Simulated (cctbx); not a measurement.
**Diagnosing a refinement**

Cell a = 6.4920 Å, b = 8.7440 Å, c = 5.9740 Å, α = 90.00°, β = 90.00°, γ = 90.00°; space group Pnma (no. 62). The compound is YbCrS2O.

The data are simulated with cctbx, not measured: Ag Kα, λ = 0.56087 Å, to d = 0.65 Å, 95 % of the full sphere, strongest reflection 40000 counts, noise from counting, a 2 % proportional error and a noise floor of 15 counts (s.d.); no absorption, and some extinction, which the refinements don't model.

An anisotropic refinement with weights 1/σ² prints:

```text
Rint 0.022, 679 unique reflections to 0.65 A
cycle     R1     wR2    GooF  max shift (A)
   1  0.0464  0.1126   7.130   0.00082
   2  0.0462  0.1120   7.092   0.00000
final R1 0.0462 wR2 0.1120 GooF 7.092  parameters 21  data/parameter 32.3
atom        x        y        z      Ueq    occ   su(xyz)  su(Uiso or U11)
Yb1    0.92761  0.75000  0.02134   0.0097  1.000  0.00009  0.0003
Cr1    0.00000  0.00000  0.50000   0.0178  1.000  0.00000  0.0011
S1     0.31017  0.05083  0.70140   0.0210  1.000  0.00050  0.0014
difference map: max 18.80 min -1.28 rms 0.77
Q1    0.0382  0.7500  0.6136    4   20.59  2.30 A from Cr1
Q2    0.0556  0.2500  0.9489    4    1.38  0.21 A from Yb1
Q3    0.0390  0.7500  0.1758    4    1.02  1.17 A from Yb1
Q4    0.0420  0.2092  0.2968    8    1.00  1.94 A from Yb1
Q5    0.0402  0.2500  0.5144    4    0.91  2.20 A from Cr1
Q6    0.0304  0.6554  0.6759    8    0.88  1.73 A from Cr1
```

**Question.** Can this result stand? If not, what is the likely fault?

Mend it. The fault: an atom left out, O at (0.5390, 3/4, 0.8847). Against the right model at the same level, R1 goes from 0.0095 to 0.0462 and GooF from 1.22 to 7.09 and the top difference peak, 20.6 e/Å³, lies 2.30 Å from Cr1. Q1 is the missing atom. With scattering power missing, scale and phases suffer, so peaks may also grow on the heavy atoms.

The compound is YbCrS2O. The right model at the same level gives:

```text
Rint 0.022, 679 unique reflections to 0.65 A
cycle     R1     wR2    GooF  max shift (A)
   1  0.0097  0.0196   1.248   0.00026
   2  0.0095  0.0192   1.223   0.00000
final R1 0.0095 wR2 0.0192 GooF 1.223  parameters 27  data/parameter 25.1
atom        x        y        z      Ueq    occ   su(xyz)  su(Uiso or U11)
Yb1    0.92769  0.75000  0.02145   0.0099  1.000  0.00002  0.0000
Cr1    0.00000  0.00000  0.50000   0.0182  1.000  0.00000  0.0002
S1     0.31024  0.05082  0.70134   0.0213  1.000  0.00009  0.0002
O1     0.53861  0.75000  0.88422   0.0227  1.000  0.00037  0.0011
difference map: max 0.62 min -1.13 rms 0.21
Q1    0.0347  0.7500  0.1686    4    0.69  1.12 A from Yb1
Q2    0.1283  0.7500  0.3726    4    0.66  1.57 A from O1
Q3    0.1879  0.7500  0.6265    4    0.63  0.97 A from O1
Q4    0.1437  0.5883  0.0063    8    0.58  1.25 A from S1
Q5    0.1272  0.6222  0.4925    8    0.58  1.35 A from Cr1
Q6    0.0254  0.5538  0.3204    8    0.56  1.18 A from Cr1
```

Isotropic U is held between 0.0001 and 1 Å² by the program, and listed peak heights are interpolated, so they can pass the grid's maximum.

This is a model crystal, built by substitution and not relaxed, with assumed displacement parameters.

[Middle refinement cycles are left out of these outputs.]

[Logs are printed without paths, hosts, clocks, repeated set-up lines and the standing remarks that a program may print on its own settings, such as how far it seeks lower states.]
